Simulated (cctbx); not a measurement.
**Which space group?**

Cell: a = 4.0270 Å, b = 4.0270 Å, c = 4.6030 Å, α = 90.00°, β = 90.00°, γ = 120.00°. Expected content of the cell: Cr1 Ca1 Si1 H1.

The data are simulated with cctbx, not measured: Ag Kα, λ = 0.56087 Å, to d = 0.84 Å, 70 % of the full sphere, strongest reflection 40000 counts, noise from counting, a 4 % proportional error and a noise floor of 15 counts (s.d.); no absorption.

Tests on the unmerged data give:

```text
331 reflections to d = 0.842 A
centring   violations  <I/sigma> of those
    A        171 of   172     19.5
    B        169 of   170     19.7
    C        158 of   158     20.2
    I        172 of   173     19.6
    R        212 of   212     20.8
    F        249 of   250     19.8
Laue class    unique    Rint  (classes that these axes allow; Friedel mates merged)
P -1              211   0.028
P 1 1 2/m         130   0.321
P -3               79   0.035
P -3 1 m           52   0.327
P -3 m 1           58   0.035
P 6/m              47   0.327
P 6/m m m          39   0.328
space group    extra absences  I>4sigma  <I/sigma>
P 3 2 1                 0          0         -  acentric
P 3 m 1                 0          0         -  acentric
P -3 m 1                0          0         -  centric
Wilson B = 1.61 A^2   <|E^2-1|> = 0.680 (0.968 centric, 0.736 acentric)   E^2>4: 0.0 %
shell (A)         n   <I/sigma>
 4.60 - 1.33     18     41.4
 1.33 - 1.06     14     39.8
 1.06 - 0.93     14     37.7
 0.93 - 0.84     12     37.9
```

Q: Read the symmetry from these tables.

Every centring test has many violations, so the lattice is primitive.

Rint stays low (0.028 to 0.035) up to P -3 m 1 and is 0.321 or more in the other classes.

3 settings pass the absence test. No glide or screw absences show, which leaves P 3 2 1, P 3 m 1 and P -3 m 1.

⟨|E²−1|⟩ = 0.680 leans to a non-centrosymmetric structure. The Wilson B of 1.61 Å² means U ≈ 0.0204 Å².

The true group is P3m1 (no. 156), Laue class -3m, non-centrosymmetric. The tables only narrow the choice to the tied entries; cell content, site symmetry and trial solutions must settle it.

The crystal is twinned by the law (-1 1 0 0 1 0 0 0 -1) with a minor fraction of 0.05; Rint in the higher class falls towards the noise as the fraction nears 1/2.

The model is made up (kin elements in a known structure type, no relaxation), so it says nothing on whether the phase exists.

[Logs are printed without paths, hosts, clocks, repeated set-up lines and the standing remarks that a program may print on its own settings, such as how far it seeks lower states.]
